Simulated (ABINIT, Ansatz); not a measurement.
# A GW run on K2LiScF6 (Fm-3m) in ABINIT, with inputs changed

Aim: change inputs of a GW run on K2LiScF6 (Fm-3m) and see what moves.

Method: LDA and many-body steps on it, plane waves, in ABINIT 10.8.3.

### 1. Starting point

Symmetry: Fm-3m, No. 225, cubic system. The conventional cell has a = 8.290 Å, b = 8.290 Å, c = 8.290 Å, α = 90.00°, β = 90.00°, γ = 90.00°. K has 12 F at 2.93 Å nearest. Li has 6 F at 2.11 Å nearest. Nearest to Sc lie 6 F at 2.04 Å. Nearest to F lie 1 Sc at 2.04 Å and 1 Li at 2.11 Å and 4 K at 2.93 Å. Farther neighbours and most contacts between anions are not listed.

Coordinates:

```cif
data_structure
_symmetry_space_group_name_H-M 'P 1'
_symmetry_Int_Tables_number 1
_cell_length_a 5.8616
_cell_length_b 5.8616
_cell_length_c 5.8616
_cell_angle_alpha 60.000
_cell_angle_beta 60.000
_cell_angle_gamma 60.000
_cell_volume 142.41
loop_
_atom_site_label
_atom_site_type_symbol
_atom_site_fract_x
_atom_site_fract_y
_atom_site_fract_z
_atom_site_occupancy
K1 K 0.25000 0.25000 0.25000 1
K2 K 0.75000 0.75000 0.75000 1
Li3 Li 0.50000 0.50000 0.50000 1
Sc4 Sc 0.00000 0.00000 0.00000 1
F5 F 0.24559 0.24559 0.75441 1
F6 F 0.24559 0.75441 0.75441 1
F7 F 0.75441 0.75441 0.24559 1
F8 F 0.24559 0.75441 0.24559 1
F9 F 0.75441 0.24559 0.75441 1
F10 F 0.75441 0.24559 0.24559 1
```

The cell and positions are those that the Materials Project relaxed with its own functionals (PBE, PBE+U or r2SCAN), kept fixed.

### 2. Screening, 2×2×2 mesh, 131 bands, screening to 114.3 eV

This step: ABINIT 10.8.3; RPA screening on LDA, plane waves, norm-conserving pseudopotentials.

The RPA dielectric matrix is built and inverted for each q.

run.abi

```
acell 3*1.0 Angstrom
rprim 
  -0.000000000000 4.144804000000 4.144804000000
  4.144804000000 -0.000000000000 4.144804000000
  4.144804000000 4.144804000000 -0.000000000000
ntypat 4
znucl 19 3 21 9
natom 10
typat 1 1 2 3 4 4 4 4 4 4
xred 
  0.250000000000 0.250000000000 0.250000000000
  0.750000000000 0.750000000000 0.750000000000
  0.500000000000 0.500000000000 0.500000000000
  -0.000000000000 -0.000000000000 -0.000000000000
  0.245587000000 0.245587000000 0.754413000000
  0.245587000000 0.754413000000 0.754413000000
  0.754413000000 0.754413000000 0.245587000000
  0.245587000000 0.754413000000 0.245587000000
  0.754413000000 0.245587000000 0.754413000000
  0.754413000000 0.245587000000 0.245587000000
pp_dirpath "pseudos"
pseudos "K.upf, Li.upf, Sc.upf, F.upf"
ecut 36
ngkpt 2 2 2
nshiftk 1
shiftk 0 0 0
kptopt 1
chksymbreak 0
istwfk *1
occopt 1
irdwfk 1
optdriver 3
nband 131
ecuteps 4.2
inclvkb 2
awtr 1
symchi 1
indata_prefix "in"
outdata_prefix "out"
tmpdata_prefix "tmp"
```

On the command line:

```bash
OMP_NUM_THREADS=1 mpirun -n 4 abinit run.abi > log
```

The program printed:

```text
.Version 10.8.3 of ABINIT. v10.8.2 released Aug 2026.

 Symmetries : space group Fm -3 m (#225); Bravais cF (face-center cubic)
[... echo of the input left out ...]
== DATASET  1 ==================================================================
-   mpi_nproc: 4, omp_nthreads: 1 (-1 if OMP is not activated)

--- !DatasetInfo
iteration_state: {dtset: 1, }
dimensions: {natom: 10, nkpt: 3, mband: 131, nsppol: 1, nspinor: 1, nspden: 1, mpw: 9922, }
cutoff_energies: {ecut:  36.0, pawecutdg:  -1.0, }
electrons: {nelect:   7.40000000E+01, charge:   0.00000000E+00, occopt:   1.00000000E+00, tsmear:   1.00000000E-02, }

 SCREENING: Calculation of the susceptibility and dielectric matrices

 Based on a program developped by R.W. Godby, V. Olevano, G. Onida, and L. Reining.
 Incorporated in ABINIT by V. Olevano, G.-M. Rignanese, and M. Torrent.
.Using double precision arithmetic ; gwpc =  8

[... cell and pseudopotentials left out ...]
--------------------------------------------------------------------------------

 ==== K-mesh for the wavefunctions ====
 Number of points in the irreducible wedge :     3
[... list of points left out ...]
 Together with 48 symmetry operations and time-reversal symmetry
 yields     8 points in the full Brillouin Zone.

 ==== Q-mesh for the screening function ====
 Number of points in the irreducible wedge :     3
[... list of points left out ...]
 Together with 48 symmetry operations and time-reversal symmetry
 yields     8 points in the full Brillouin Zone.

 setmesh: FFT mesh size selected  =    40x   40x   40
          total number of points  =        64000

 vcoul_init : cutoff-mode = AUXILIARY_FUNCTION
 q-points for optical limit:   1
     1)      0.000010    0.000020    0.000030

- screening: taking advantage of time-reversal symmetry
- Maximum band index for partially occupied states nbvw = 37
- Remaining bands to be divided among processors   nbcw = 94
- Number of bands treated by each node ~23

 Number of electrons calculated from density =   74.0000; Expected =   74.0000
 average of density, n =  0.077000
 r_s =    1.4582
 omega_plasma =   26.7672 [eV]

 calculating chi0 at frequencies [eV] :
  1    0.000000E+00    0.000000E+00
  2    0.000000E+00    2.676715E+01

--------------------------------------------------------------------------------
  q-point number  1        q = ( 0.000000, 0.000000, 0.000000) [r.l.u.]
--------------------------------------------------------------------------------
[... chi0 elements left out ...]
 For q-point:  0.000010 0.000020 0.000030
  dielectric constant =   2.1492
  dielectric constant without local fields =   2.3655

  Average fulfillment of the sum rule on Im[epsilon] for q-point    1 :     39.00  [%]
[... wings left out ...]
  q-point number  2        q = ( 0.500000, 0.000000, 0.000000) [r.l.u.]
--------------------------------------------------------------------------------
[... chi0 elements left out ...]
  Average fulfillment of the sum rule on Im[epsilon] for q-point    2 :     44.40  [%]

 [... 1 further q-points ...]
```

The job ended after 81 s (4 MPI ranks of Arm Neoverse N1, shared host; peak memory 1.7 GiB).

Numbers from this step:

```yaml
eps_infinity_with_local_fields_on_this_mesh_along_the_program_s_q_direction: 2.149
the_same_without_local_fields: 2.365
plasma_frequency: 26.77 eV
plane_waves_in_the_screening_matrix: 411
```

Local fields lower ε∞ by 9 %. On a Γ-centred mesh this coarse the value itself is usually too large, while a short band sum pulls it down.

### 3. Base

The self-energy is evaluated for the states that the input lists, and the levels follow from it, in one-shot runs by the linearised quasiparticle equation.

This step: G0W0 on LDA, plane waves, norm-conserving pseudopotentials.

Edit run.abi of step 2 so:

```diff
@@ -31,8 +31,15 @@
 irdwfk 1
-optdriver 3
+optdriver 4
 nband 131
+gwcalctyp 0
+ecutsigx 36
+symsigma 1
+nkptgw 1
+kptgw 
+  0.0000000000 0.0000000000 0.0000000000
+bdgw 
+  35 40
 ecuteps 4.2
-inclvkb 2
-awtr 1
-symchi 1
+irdscr 1
+ppmodel 1
 indata_prefix "in"
```

The program printed:

```text
.Version 10.8.3 of ABINIT. v10.8.2 released Aug 2026.

 Symmetries : space group Fm -3 m (#225); Bravais cF (face-center cubic)
[... echo of the input left out ...]
== DATASET  1 ==================================================================
-   mpi_nproc: 4, omp_nthreads: 1 (-1 if OMP is not activated)

--- !DatasetInfo
iteration_state: {dtset: 1, }
dimensions: {natom: 10, nkpt: 3, mband: 131, nsppol: 1, nspinor: 1, nspden: 1, mpw: 9922, }
cutoff_energies: {ecut:  36.0, pawecutdg:  -1.0, }
electrons: {nelect:   7.40000000E+01, charge:   0.00000000E+00, occopt:   1.00000000E+00, tsmear:   1.00000000E-02, }

 SIGMA: Calculation of the GW corrections

 Based on a program developped by R.W. Godby, V. Olevano, G. Onida, and L. Reining.
 Incorporated in ABINIT by V. Olevano, G.-M. Rignanese, and M. Torrent.
.Using double precision arithmetic ; gwpc =  8

[... cell and pseudopotentials left out ...]
--------------------------------------------------------------------------------

 ==== K-mesh for the wavefunctions ====
 Number of points in the irreducible wedge :     3
[... list of points left out ...]
 Together with 48 symmetry operations and time-reversal symmetry
 yields     8 points in the full Brillouin Zone.

 ==== Q-mesh for screening function ====
 Number of points in the irreducible wedge :     3
[... list of points left out ...]
 Together with 48 symmetry operations and time-reversal symmetry
 yields     8 points in the full Brillouin Zone.

 vcoul_init : cutoff-mode = AUXILIARY_FUNCTION
 q-points for optical limit:   1
     1)      0.000010    0.000020    0.000030
 setmesh: FFT mesh size selected  =    60x   60x   60
          total number of points  =       216000

 Number of electrons calculated from density =   74.0000; Expected =   74.0000
 average of density, n =  0.077000
 r_s =    1.4582
 omega_plasma =   26.7672 [eV]

 === KS Band Gaps ===
  >>>> For spin  1
   Minimum direct gap =   6.7512 [eV], located at k-point      :   0.0000  0.0000  0.0000
   Fundamental gap    =   6.7512 [eV], Top of valence bands at :   0.0000  0.0000  0.0000
                                       Bottom of conduction at :   0.0000  0.0000  0.0000
 SIGMA fundamental parameters:
 PLASMON POLE MODEL  1
 number of plane-waves for SigmaX                 9841
 number of plane-waves for SigmaC and W            411
 number of plane-waves for wavefunctions          9841
 number of bands                                   131
 number of independent spin polarizations            1
 number of spinorial components                      1
 number of k-points in IBZ                           3
 number of q-points in IBZ                           3
 number of symmetry operations                      48
 number of k-points in BZ                            8
 number of q-points in BZ                            8
 number of frequencies for dSigma/dE                 9
 frequency step for dSigma/dE [eV]                0.25
 number of omega for Sigma on real axis              0
 max omega for Sigma on real axis  [eV]           0.00
 zcut for avoiding poles [eV]                     0.10

 EPSILON^-1 parameters (SCR file):
 dimension of the eps^-1 matrix on file            411
 dimension of the eps^-1 matrix used               411
 number of plane-waves for wavefunctions          9841
 number of bands                                   131
 number of q-points in IBZ                           3
 number of frequencies                               2
 number of real frequencies                          1
 number of imag frequencies                          1

 matrix elements of self-energy operator (all in [eV])

 Perturbative Calculation

--- !SelfEnergy_ee
iteration_state: {dtset: 1, }
kpoint     : [   0.000,    0.000,    0.000, ]
spin       : 1
KS_gap     :    6.751
QP_gap     :   12.214
Delta_QP_KS:    5.462
data: !SigmaeeData |
     Band     E0 <VxcDFT>   SigX SigC(E0)      Z dSigC/dE  Sig(E)    E-E0       E
       35  -0.430 -22.439 -29.753   5.297   0.803  -0.245 -24.059  -1.620  -2.050
       36  -0.430 -22.439 -29.753   5.297   0.803  -0.245 -24.059  -1.620  -2.050
       37  -0.430 -22.439 -29.753   5.297   0.803  -0.245 -24.059  -1.620  -2.050
       38   6.321 -18.463 -10.219  -3.655   0.837  -0.194 -14.621   3.842  10.163
       39   6.321 -18.463 -10.219  -3.655   0.837  -0.194 -14.621   3.842  10.163
       40   6.321 -18.463 -10.219  -3.655   0.837  -0.194 -14.621   3.842  10.163

== END DATASET(S) ==============================================================
================================================================================

 -outvars: echo values of variables after computation  --------
           etotal      0.0000000000E+00
            nband         131
             nkpt           3
          spgroup         225
 [... the other variables as echoed above ...]

 Calculation completed.
```

Elapsed: 16 s, on 4 MPI ranks; peak memory 1.1 GiB; 65 s of CPU time.

Numbers from this step:

| Quantity | Value |
| --- | --- |
| G0W0 gap on the points computed | 12.21 eV |
| starting gap on the mesh | 6.751 eV |
| k of the valence top | 0, 0, 0 |
| k of the conduction bottom | 0, 0, 0 |
| Z at the valence top | 0.803 |
| Z at the conduction bottom | 0.837 |
| least direct G0W0 gap on the computed points | 12.21 eV |

The gap on the mesh goes from 6.75 eV to 12.21 eV, a correction of +5.46 eV.

### 4. More bands than the file holds

Edit run.abi of step 3 so:

```diff
@@ -32,3 +32,3 @@
 optdriver 4
-nband 131
+nband 804
 gwcalctyp 0
```

The program printed:

```text
.Version 10.8.3 of ABINIT. v10.8.2 released Aug 2026.

 Symmetries : space group Fm -3 m (#225); Bravais cF (face-center cubic)
================================================================================
 Values of the parameters that define the memory need of the present run
     intxc =       0    ionmov =       0      iscf =       7    lmnmax =       6
     lnmax =       6     mgfft =      60  mpssoang =       3    mqgrid =    3001
     natom =      10  nloc_mem =       1    nspden =       1   nspinor =       1
    nsppol =       1      nsym =      48    n1xccc =    2501    ntypat =       4
    occopt =       1   xclevel =       1
-    mband =         804        mffmem =           1         mkmem =           1
       mpw =        9922          nfft =      216000          nkpt =           3
================================================================================
  Rough estimation (10% accuracy) of disk space for files :
================================================================================

--------------------------------------------------------------------------------
------------- Echo of variables that govern the present computation ------------
--------------------------------------------------------------------------------
 -outvars: echo values of preprocessed input variables --------
            acell      1.8897261259E+00  1.8897261259E+00  1.8897261259E+00 Bohr

             bdgw          35      40
      chksymbreak           0
             ecut      3.60000000E+01 Hartree
          ecuteps      4.20000000E+00 Hartree
         ecutsigx      3.60000000E+01 Hartree
          ecutwfn      3.60000000E+01 Hartree
-          fftalg         312
           irdscr           1
           irdwfk           1

              ixc       -1012
[...]
--- Pseudopotential description ------------------------------------------------
- K Generated using ONCVPSP code by D. R. Hamann
- 19.00000   9.00000  180309                  znucl, zion, pspdat
12 -1012 2 -1 2170                            pspcod,pspxc,lmax,lloc,mmax
     nproj     2     2     2
  pspatm : epsatm=    8.21740868
         --- l  ekb(1:nproj) -->
[...]
pspatm: atomic psp has been read  and splines computed

- Li Generated using ONCVPSP code by D. R. Hamann
-  3.00000   3.00000  180309                  znucl, zion, pspdat
12 -1012 1 -1 1944                            pspcod,pspxc,lmax,lloc,mmax
     nproj     2     2     0
  pspatm : epsatm=    2.61415252
         --- l  ekb(1:nproj) -->
[...]
pspatm: atomic psp has been read  and splines computed

- Sc Generated using ONCVPSP code by D. R. Hamann
- 21.00000  11.00000  180309                  znucl, zion, pspdat
12 -1012 2 -1 1622                            pspcod,pspxc,lmax,lloc,mmax
     nproj     2     2     2
  pspatm : epsatm=   13.66101860
         --- l  ekb(1:nproj) -->
[...]
pspatm: atomic psp has been read  and splines computed

- F Generated using ONCVPSP code by D. R. Hamann
-  9.00000   7.00000  201202                  znucl, zion, pspdat
12 -1012 2 -1 824                             pspcod,pspxc,lmax,lloc,mmax
     nproj     2     2     1
  pspatm : epsatm=    4.94580260
         --- l  ekb(1:nproj) -->
             0    6.487052    1.061847
             1   -4.029087   -1.312559
             2   -2.364936
 pspatm: atomic psp has been read  and splines computed

   4.61647550E+03                                ecore*ucvol(ha*bohr**3)
--------------------------------------------------------------------------------

--- !ERROR
message: |
    Number of bands stored WFK file is less than required.
    WFK mband: 294, self-energy nband: 804

--- !ERROR
message: |
    Number of bands stored WFK file is less than required.
    WFK mband: 294, self-energy nband: 804

--- from the log ---
Number of bands stored WFK file is less than required.
    WFK mband: 294, self-energy nband: 804
```

It took 4.9 s on 4 MPI ranks; peak memory 0.2 GiB.

The run stopped with an error after 4.9 s.

The program's words: Number of bands stored WFK file is less than required. WFK mband: 294, self-energy nband: 804

The fault put into this input: more bands than the file holds.

### 5. The runs together

Times are wall times on 4 MPI ranks of Arm Neoverse N1, shared host, good to a factor of about two. A run's time includes the screening step that it read.

```csv
run,mesh,bands,screening cutoff (eV),DFT gap (eV),gap on the mesh (eV),direct (eV),ε∞ used,time
base,2×2×2,131,114.3,6.751,12.213,12.213,2.15,98 s
```

### 6. Outcome

```yaml
base: 12.213 eV
known_limits: not at the basis limit; coarse k mesh
```

Bands and cutoff are finite, so the gap is not at the basis limit. The miss can reach some tenths of an eV and take either sign; the mesh is an error of its own. In the G0W0 run levels were corrected at 1 k point alone, so a gap called «on the mesh» is the least over those, and an edge elsewhere would be missed. The 2×2×2 mesh is coarse for this cell, which bears on the long-range parts of exchange and screening.

[Paths, hosts, dates, memory and timing lines, banners, echoed tables and standing remarks are left out of the program output.]

[Logs are printed without paths, hosts, clocks, repeated set-up lines and the standing remarks that a program may print on its own settings, such as how far it seeks lower states.]

[Runs of the session that timed out or met a known fault of the program may be left out.]

[Hosts, paths, dates, database ids (printed as entryN), source tags and the programs' standing remarks are cut or masked in the printed files.]

[G0W0 gaps are taken among the corrected bands and points alone; a level outside them can change the order at an edge.]

[Where Ansatz stands beside ABINIT at settings called matched, ABINIT's density can come from a denser mesh and the files from another edition; pairs whose starting gaps differed by over 0.03 eV were left out, so agreement reads better than it is.]
